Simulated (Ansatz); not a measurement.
## Cl on Zr(0001): change of the work function

Aim: the work function of Zr(0001) at several coverages of Cl (fcc site), and the dipole that each adsorbate carries.

Method: plane-wave DFT, PBE, Ansatz PAW, in Ansatz 0.2.0.

This is a report of a sequence of runs, with most program output left out.

## 1. Starting point

The cell holds 4 atoms: 4 Zr. Its edges and angles: a = 3.230 Å, b = 3.230 Å, c = 25.718 Å, α = 90.0°, β = 90.0°, γ = 60.0°. Vacuum lies along c.

## 2. The clean slab

The bare slab comes first, as the zero from which every change is counted. The two lowest layers are held at bulk places and the upper ones relax. The dipole correction removes the false field that a one-sided slab makes across the periodic vacuum, so each face gets a flat vacuum level of its own.

input.yaml reads:

```yaml
crystal:
  lattice:
    - [3.23, 0.0, 0.0]
    - [1.615, 2.7972620542, 0.0]
    - [0.0, 0.0, 25.718085]
  atoms:
    - { symbol: Zr, position: [0.6666666667, 0.6666666667, 0.3499482951] }
    - { symbol: Zr, position: [0.0, 0.0, 0.449982765] }
    - { symbol: Zr, position: [0.6666666667, 0.6666666667, 0.550017235] }
    - { symbol: Zr, position: [0.0, 0.0, 0.6500517049] }
kpoints:
  mp_grid: { grid: [12, 12, 1] }
hamiltonian:
  xc: pbe
scf:
  occupations: { method: fermi_dirac, width: 0.1 }
  convergence: { dr2_threshold: 1.0e-08 }
efield:
  axis: 3
  dipole_correction: true
  ramp_position: 0.97
  ramp_width: 0.06
relax:
  f_tol: 0.02
  max_steps: 60
  constraints: [{ sites: [0, 1] }]
output:
  write_potential: true
  write_density: true
  volumetric_format: npy
```

Command:

```console
> ansatz run input.yaml --threads 4 --pin off --max-ram 16384MiB --backend cpu --events-out ev --progress --plain --runs-dir out
```

Elapsed: 13 s, on 4 threads of Arm Neoverse V1, shared host; peak memory 0.58 GiB.

Relaxation path:

```tsv
step	energy less that of the first step (eV)	largest force component (eV/Å)
1	0.0000	0.6086
2	-0.0225	0.4689
3	-0.0383	0.0532
4	-0.0387	0.0081
```

The run keeps the 6 symmetry operations that it works with, so distortions that break them were not tested.

The atoms that moved most (Å):

```tsv
atom	dx	dy	dz	length
Zr3	0.000	0.000	0.100	0.100
Zr4	0.000	0.000	-0.033	0.033
```

The relaxed structure:

```xyz
4
Lattice="3.2300 0.0000 0.0000 1.6150 2.7973 0.0000 0.0000 0.0000 25.7181" Properties=species:S:1:pos:R:3
Zr    3.2300    1.8648    9.0000
Zr    0.0000    0.0000   11.5727
Zr    3.2300    1.8648   14.2450
Zr    0.0000    0.0000   16.6846
```

Numbers from this step:

| Item | Value |
| --- | --- |
| energy at zero smearing | -16733.4762 eV |
| work function, upper face | 4.165 eV |
| dipole along the normal | 7.18e-4 e·Å |

Running mean over 2.573 Å of the planar mean; the ramp of the sawtooth is left out. Table of electron's electrostatic potential energy less the Fermi level by z:

```tsv
z (Å)	electron's electrostatic potential energy less the Fermi level (eV)
3.5	4.18
4.0	4.18
4.5	4.17
5.0	4.15
5.5	4.09
6.0	3.92
6.5	3.43
7.0	2.15
7.5	-1.01
8.0	-5.14
8.5	-7.74
9.0	-8.45
9.5	-8.43
10.0	-8.32
10.5	-8.28
11.0	-8.29
11.5	-8.29
12.0	-8.16
12.5	-7.78
13.0	-7.60
13.5	-7.92
14.0	-8.25
14.5	-8.50
15.0	-9.02
15.5	-9.34
16.0	-9.04
16.5	-8.65
17.0	-8.19
17.5	-6.36
18.0	-2.56
18.5	1.19
19.0	3.09
19.5	3.78
20.0	4.03
20.5	4.12
21.0	4.15
21.5	4.16
22.0	4.16
22.5	4.16
```

The relaxation took 4 steps and lowered the energy by 0.039 eV; the largest force on the free atoms ends at 0.0081 eV/Å.

The work function of the upper face is 4.17 eV.

## 3. Adsorbate added, k-mesh 4×4×1, coverage 0.111 ML

System of this step: Cl/Zr(0001). The cell holds 37 atoms: 36 Zr and 1 Cl. Its edges and angles: a = 9.690 Å, b = 9.690 Å, c = 27.844 Å, α = 90.0°, β = 90.0°, γ = 60.0°. Vacuum lies along c.

The clean slab as it ended is repeated in the plane and the adsorbate is set on one face; the cell's size fixes the coverage, and the k-mesh shrinks with it to keep the sampling density about even. Adsorbate and upper layers relax, since the dipole depends on the height.

input.yaml reads:

```yaml
crystal:
  lattice:
    - [9.69, 0.0, 0.0]
    - [4.845, 8.3917861626, 0.0]
    - [0.0, 0.0, 27.8439072714]
  atoms:
    - { symbol: Zr, position: [0.2222222222, 0.2222222222, 0.3232304975] }
    - { symbol: Zr, position: [0.0, 0.0, 0.4156275514] }
    - { symbol: Zr, position: [0.2222222222, 0.2222222222, 0.5116005758] }
    - { symbol: Zr, position: [0.0, 0.0, 0.5992195745] }
    - { symbol: Zr, position: [0.2222222222, 0.5555555556, 0.3232304975] }
    - { symbol: Zr, position: [0.0, 0.3333333333, 0.4156275514] }
    - { symbol: Zr, position: [0.2222222222, 0.5555555556, 0.5116005758] }
    - { symbol: Zr, position: [0.0, 0.3333333333, 0.5992195745] }
[... 25 atom lines left out ...]
    - { symbol: Zr, position: [0.6666666667, 0.6666666667, 0.4156275514] }
    - { symbol: Zr, position: [0.8888888889, 0.8888888889, 0.5116005758] }
    - { symbol: Zr, position: [0.6666666667, 0.6666666667, 0.5992195745] }
    - { symbol: Cl, position: [0.1111111111, 0.1111111111, 0.6767695025] }
kpoints:
  mp_grid: { grid: [4, 4, 1] }
hamiltonian:
  xc: pbe
scf:
  occupations: { method: fermi_dirac, width: 0.1 }
  convergence: { dr2_threshold: 1.0e-08 }
efield:
  axis: 3
  dipole_correction: true
  ramp_position: 0.97
  ramp_width: 0.06
relax:
  f_tol: 0.02
  max_steps: 60
  constraints:
    - { sites: [0, 1, 4, 5, 8, 9, 12, 13, 16, 17, 20, 21, 24, 25, 28, 29, 32, 33] }
output:
  write_potential: true
  write_density: true
  volumetric_format: npy
```

Run time: 11 min. Hardware: 4 threads; peak memory 9.6 GiB.

This run has no spin polarisation although its electron count is odd.

Relaxation path:

```tsv
step	energy less that of the first step (eV)	largest force component (eV/Å)
1	0.0000	1.1755
2	-0.2496	0.2971
3	-0.2988	0.0937
4	-0.3016	0.0321
5	-0.3027	0.0142
```

Forces are held to the 6 operations that the run works with; a distortion that breaks them can't arise in this run.

The atoms that moved most (Å):

```tsv
atom	dx	dy	dz	length
Cl37	0.000	0.000	-0.318	0.318
Zr4	-0.088	-0.051	0.041	0.109
Zr16	0.088	-0.051	0.041	0.109
Zr8	0.000	0.101	0.041	0.109
Zr11	0.000	0.013	0.056	0.058
Zr27	0.011	-0.007	0.056	0.058
Zr3	-0.011	-0.007	0.056	0.058
Zr24	0.000	-0.049	-0.001	0.049
```

The relaxed structure:

```
Zr Cl
1.0
     9.69000    0.00000    0.00000
     4.84500    8.39179    0.00000
     0.00000    0.00000   27.84391
Zr Cl
36 1
Direct
  0.22222 0.22222 0.32323
  0.00000 0.00000 0.41563
  0.22144 0.22144 0.51363
  0.99395 0.99395 0.60068
  0.22222 0.55556 0.32323
  0.00000 0.33333 0.41563
  0.22001 0.55666 0.51119
  0.99395 0.34543 0.60068
  0.22222 0.88889 0.32323
  0.00000 0.66667 0.41563
  0.22144 0.89046 0.51363
  0.99798 0.66768 0.59889
  0.55556 0.22222 0.32323
  0.33333 0.00000 0.41563
  0.55666 0.22001 0.51119
  0.34543 0.99395 0.60068
  0.55556 0.55556 0.32323
  0.33333 0.33333 0.41563
  0.55666 0.55666 0.51119
  0.33628 0.33628 0.59920
  0.55556 0.88889 0.32323
  0.33333 0.66667 0.41563
  0.55660 0.88837 0.51008
  0.33628 0.66077 0.59920
  0.88889 0.22222 0.32323
  0.66667 0.00000 0.41563
  0.89046 0.22144 0.51363
  0.66768 0.99798 0.59889
  0.88889 0.55556 0.32323
  0.66667 0.33333 0.41563
  0.88837 0.55660 0.51008
  0.66077 0.33628 0.59920
  0.88889 0.88889 0.32323
  0.66667 0.66667 0.41563
  0.88837 0.88837 0.51008
  0.66768 0.66768 0.59889
  0.11111 0.11111 0.66534
```

This step gave:

```
energy at zero smearing        : -151684.2724 eV
work function, upper face      : 4.108 eV
work function, lower face      : 4.179 eV
dipole along the normal        : 0.03204 e·Å
step between the vacuum levels : -0.07130 eV
```

Running mean over 2.573 Å of the planar mean; the ramp of the sawtooth is left out. Table of electron's electrostatic potential energy less the Fermi level by z:

```tsv
z (Å)	electron's electrostatic potential energy less the Fermi level (eV)
3.5	4.18
4.0	4.18
4.5	4.17
5.0	4.15
5.5	4.09
6.0	3.92
6.5	3.44
7.0	2.13
7.5	-1.01
8.0	-5.13
8.5	-7.74
9.0	-8.45
9.5	-8.43
10.0	-8.32
10.5	-8.28
11.0	-8.29
11.5	-8.29
12.0	-8.16
12.5	-7.78
13.0	-7.60
13.5	-7.90
14.0	-8.23
14.5	-8.47
15.0	-8.94
15.5	-9.25
16.0	-8.99
16.5	-8.68
17.0	-8.40
17.5	-6.90
18.0	-3.31
18.5	0.423
19.0	2.37
19.5	3.21
20.0	3.73
20.5	4.01
21.0	4.08
21.5	4.10
22.0	4.11
22.5	4.11
23.0	4.11
23.5	4.11
24.0	4.11
24.5	4.11
```

The relaxation took 5 steps and lowered the energy by 0.30 eV; the largest force on the free atoms ends at 0.014 eV/Å.

The covered face has 4.11 eV, -0.06 eV against the clean one; the bare back face has moved by -0.00 eV, a measure of how thin the slab is.

## 4. Adsorbate added, k-mesh 6×6×1, coverage 0.25 ML

System of this step: Cl/Zr(0001). The cell holds 17 atoms: 16 Zr and 1 Cl. Its edges and angles: a = 6.460 Å, b = 6.460 Å, c = 27.844 Å, α = 90.0°, β = 90.0°, γ = 60.0°. Vacuum lies along c.

Another coverage, to see how the dipoles act on each other as their distance changes.

input.yaml reads:

```yaml
crystal:
  lattice:
    - [6.46, 0.0, 0.0]
    - [3.23, 5.5945241084, 0.0]
    - [0.0, 0.0, 27.8439072714]
  atoms:
    - { symbol: Zr, position: [0.3333333333, 0.3333333333, 0.3232304975] }
    - { symbol: Zr, position: [0.0, 0.0, 0.4156275514] }
    - { symbol: Zr, position: [0.3333333333, 0.3333333333, 0.5116005758] }
    - { symbol: Zr, position: [0.0, 0.0, 0.5992195745] }
    - { symbol: Zr, position: [0.3333333333, 0.8333333333, 0.3232304975] }
    - { symbol: Zr, position: [0.0, 0.5, 0.4156275514] }
    - { symbol: Zr, position: [0.3333333333, 0.8333333333, 0.5116005758] }
    - { symbol: Zr, position: [0.0, 0.5, 0.5992195745] }
    - { symbol: Zr, position: [0.8333333333, 0.3333333333, 0.3232304975] }
    - { symbol: Zr, position: [0.5, 0.0, 0.4156275514] }
    - { symbol: Zr, position: [0.8333333333, 0.3333333333, 0.5116005758] }
    - { symbol: Zr, position: [0.5, 0.0, 0.5992195745] }
    - { symbol: Zr, position: [0.8333333333, 0.8333333333, 0.3232304975] }
    - { symbol: Zr, position: [0.5, 0.5, 0.4156275514] }
    - { symbol: Zr, position: [0.8333333333, 0.8333333333, 0.5116005758] }
    - { symbol: Zr, position: [0.5, 0.5, 0.5992195745] }
    - { symbol: Cl, position: [0.1666666667, 0.1666666667, 0.6767695025] }
kpoints:
  mp_grid: { grid: [6, 6, 1] }
hamiltonian:
  xc: pbe
scf:
  occupations: { method: fermi_dirac, width: 0.1 }
  convergence: { dr2_threshold: 1.0e-08 }
efield:
  axis: 3
  dipole_correction: true
  ramp_position: 0.97
  ramp_width: 0.06
relax:
  f_tol: 0.02
  max_steps: 60
  constraints: [{ sites: [0, 1, 4, 5, 8, 9, 12, 13] }]
output:
  dos: { projected: true, e_range: [-8, 4] }
  write_potential: true
  write_density: true
  volumetric_format: npy
  elf: true
```

It took 1.9 min on 4 threads; peak memory 2.9 GiB.

The steps of the relaxation:

```tsv
step	energy less that of the first step (eV)	largest force component (eV/Å)
1	0.0000	1.2116
2	-0.2541	0.3604
3	-0.2974	0.0372
4	-0.2979	0.0088
```

Forces are held to the 6 operations that the run works with; a distortion that breaks them can't arise in this run.

The atoms that moved most (Å):

```tsv
atom	dx	dy	dz	length
Cl17	0.000	0.000	-0.291	0.291
Zr12	0.070	-0.040	0.036	0.088
Zr4	-0.070	-0.040	0.036	0.088
Zr8	0.000	0.080	0.036	0.088
Zr15	0.000	0.000	-0.065	0.065
Zr16	0.000	0.000	-0.048	0.048
Zr11	0.023	-0.013	0.013	0.030
Zr3	-0.023	-0.013	0.013	0.030
```

Final coordinates:

```
Zr Cl
1.0
     6.46000    0.00000    0.00000
     3.23000    5.59452    0.00000
     0.00000    0.00000   27.84391
Zr Cl
16 1
Cartesian
  3.2300 1.8648 9.0000
  0.0000 0.0000 11.5727
  3.2067 1.8514 14.2578
  -0.0695 -0.0402 16.7205
  4.8450 4.6621 9.0000
  1.6150 2.7973 11.5727
  4.8450 4.6890 14.2578
  1.6150 2.8776 16.7205
  6.4600 1.8648 9.0000
  3.2300 0.0000 11.5727
  6.4833 1.8514 14.2578
  3.2995 -0.0402 16.7205
  8.0750 4.6621 9.0000
  4.8450 2.7973 11.5727
  8.0750 4.6621 14.1803
  4.8450 2.7973 16.6363
  1.6150 0.9324 18.5529
```

Numbers from this step:

| Property | Result |
| --- | --- |
| energy at zero smearing | -68016.9054 eV |
| work function, upper face | 4.048 eV |
| work function, lower face | 4.177 eV |
| dipole along the normal | 0.02570 e·Å |
| step between the vacuum levels | -0.1287 eV |

The density of states has structure finer than the step of the table below, so its rows give means over 0.25 eV, whole bins alone (the curve runs from -8 to 1.08 eV). Peaks (eV: height): -5.470: 44.3, -2.650: 41.5, -1.290: 46.0, -0.900: 46.8, 0.300: 41.4, 0.930: 74.7, 1.020: 56.7.

Density of states against energy, zero at the Fermi level; means over each step:

```tsv
energy (eV)	density of states (states/eV a cell)
-6.25	0
-6.00	0.0330
-5.75	8.60
-5.50	10.4
-5.25	0.00307
-5.00	0.905
-4.75	1.16
-4.50	1.26
-4.25	1.52
-4.00	3.21
-3.75	2.60
-3.50	3.13
-3.25	4.29
-3.00	5.62
-2.75	14.0
-2.50	13.8
-2.25	20.2
-2.00	25.1
-1.75	17.8
-1.50	14.7
-1.25	21.5
-1.00	24.1
-0.75	23.3
-0.50	15.8
-0.25	19.8
0.00	27.7
0.25	29.5
0.50	25.7
0.75	27.8
```

Projected DOS per atom over height of the atomic layer and energy from the Fermi level. Layers: Zr4 Zr4 Zr4 Zr4 Cl from below.

Values in states/eV, 22 rows by 5 columns, each cell a mean:
```
1.9 1.9 1.9 2.1 0.2
2.2 1.3 1.1 1.6 0.1
2.2 1.3 1.1 1.8 0.1
1.5 0.8 0.8 1.2 0.1
1.5 1.8 1.6 1.6 0.1
1.4 1.1 1.2 1.2 0.1
0.9 0.9 0.9 0.9 0.1
1.3 1.5 1.7 1.4 0.2
0.9 1.2 1.2 0.8 0.1
0.5 0.7 0.7 0.5 0.1
0.3 0.4 0.3 0.2 0.1
0.2 0.2 0.2 0.1 0.1
0.2 0.2 0.2 0.1 0.1
0.1 0.1 0.1 0.0 0.0
0.0 0.1 0.1 0.0 0.0
0.0 0.0 0.0 0.2 5.0
0.0 0.0 0.0 0.4 7.0
0.0 0.0 0.0 0.0 0.0
0.0 0.0 0.0 0.0 0.0
0.0 0.0 0.0 0.0 0.0
0.0 0.0 0.0 0.0 0.0
0.0 0.0 0.0 0.0 0.0
```
Columns: height of the atomic layer (Å) from 9 to 18.6 (not evenly spaced); rows upwards: energy from the Fermi level (eV) from -7.96 to 1.04.

Valence density in the ca plane at fractional y = 0.000, with atoms of Zr within 0.2 Å of it. It is the smooth field of the valence electrons, not physical close to the nuclei.

Ten steps, logarithmic in the rise over the least value, from '0' (0.0 e/Å³) to '9' (3.9 e/Å³), each cell a mean:
```
33479999643333434699997311000000000000000000
33357887433344433579985310000000000000000000
43334554333455433456653210000000000000000000
43333333333466543334433210000000000000000000
43333333333466543334433210000000000000000000
43334554333445433456653210000000000000000000
33357887433344433579985310000000000000000000
33479999643333434699997311000000000000000000
33479999643333444699997321100000000000000000
33468998533334434589985332210000000000000000
43346775433344433456654444321000000000000000
43334443333456543334334455431000000000000000
43333333333466543333334566532000000000000000
43334443333456543334334455431000000000000000
43346775433344433456654444321000000000000000
33468998533334434589985332210000000000000000
33479999643333444699997321100000000000000000
```
Columns run along c (16.0 Å, from fractional 0.35 to 0.92 of the cell), rows up along a (6.5 Å). Atoms in or near the plane, at fractional coordinates: Zr at (0.42, 0.00), Zr at (0.60, 0.99), Zr at (0.42, 0.50), Zr at (0.60, 0.51).

Electrostatic potential energy in the ca plane at fractional y = 0.000, with atoms of Zr within 0.2 Å of it. With pseudopotentials it is smooth inside the atoms' cores, unlike the true potential.

Ten even steps from '0' (-63 eV) to '9' (7 eV), each cell a mean:
```
99861002789999999620016899999999999999999999
99975336899999999852247899999999999999999999
89998778999888899987778999999999999999999999
89999999999877889999899999999999999999999999
89999999999877889998899999999999999999999999
89998778999888899987778999999999999999999999
99975336899999999852247899999999999999999999
99861002789999999620016899999999999999999999
99851002689999999620016899999999999999999999
99873014799999999742137899999999999999999999
99987567899988899876678999999999999999999999
89998889999877789998889988999999999999999999
89999999999876789999999988999999999999999999
89998889999877789998889988999999999999999999
99987567899988899876678999999999999999999999
99873014799999999741137899999999999999999999
99850002689999999620005899999999999999999999
```
Columns run along c (16.0 Å, from fractional 0.35 to 0.92 of the cell; values clipped at the 3rd and 97th percentile), rows up along a (6.5 Å). Atoms in or near the plane, at fractional coordinates: Zr at (0.42, 0.00), Zr at (0.60, 0.99), Zr at (0.42, 0.50), Zr at (0.60, 0.51).

ELF in the ca plane at fractional y = 0.000, with atoms of Zr within 0.2 Å of it. It is the smooth field of the valence electrons, not physical close to the nuclei.

Ten even steps from '0' (0.00) to '9' (0.83), each cell a mean:
```
75269679426767873496497100000000000000000000
44237986224323443269984100000000000000000000
22322332232122223224432222100000000000000000
22443223431244213432224454210000000000000000
22443223431244213432223454210000000000000000
23322332232122223224432222100000000000000000
44237886224333453268884100000000000000000000
75269568426767873496497100000000000000000000
75269349536778883585497101100000000000000000
54248888325544563379983134431000000000000000
23224663233222233235531478864100000000000000
12332222332134213332113799985310000000000000
22453223442256312443214899986310000000000000
12332222332134213332113799985310000000000000
23224663233222233235531478864100000000000000
55248898325544663379983134431000000000000000
85268249536778883595397101100000000000000000
```
Columns run along c (16.0 Å, from fractional 0.35 to 0.92 of the cell), rows up along a (6.5 Å). Atoms in or near the plane, at fractional coordinates: Zr at (0.42, 0.00), Zr at (0.60, 0.99), Zr at (0.42, 0.50), Zr at (0.60, 0.51).

The relaxation took 4 steps and lowered the energy by 0.30 eV; the largest force on the free atoms ends at 0.0088 eV/Å.

By hand: a sheet of dipoles makes a step −p/(ε₀A) in the electron's potential. With e/ε₀ = 180.95 V·Å, p = 0.02570 e·Å and A = 36.14 Å², that is −180.95 × (0.02570) / 36.14 = -0.129 eV, and the two vacuum levels of the run differ by -0.129 eV.

The covered face has 4.05 eV, -0.12 eV against the clean one; the bare back face has moved by -0.00 eV, a measure of how thin the slab is.

[end of part 1 of 2]

[Logs are printed without paths, hosts, clocks, repeated set-up lines and the standing remarks that a program may print on its own settings, such as how far it seeks lower states.]

[Hosts, paths, dates, database ids (printed as entryN), source tags and the programs' standing remarks are cut or masked in the printed files.]

[Maps of the electrostatic potential energy from Ansatz leave out the sawtooth potential of an applied field or a dipole correction, so their vacuum need not be flat; planar profiles and work functions include it.]

[The density of states shown here was stored with 400 of the rows of the run's finer table, so its peaks can read low, often by over a quarter, or be missed, and its means over a window can be off by a tenth or more.]
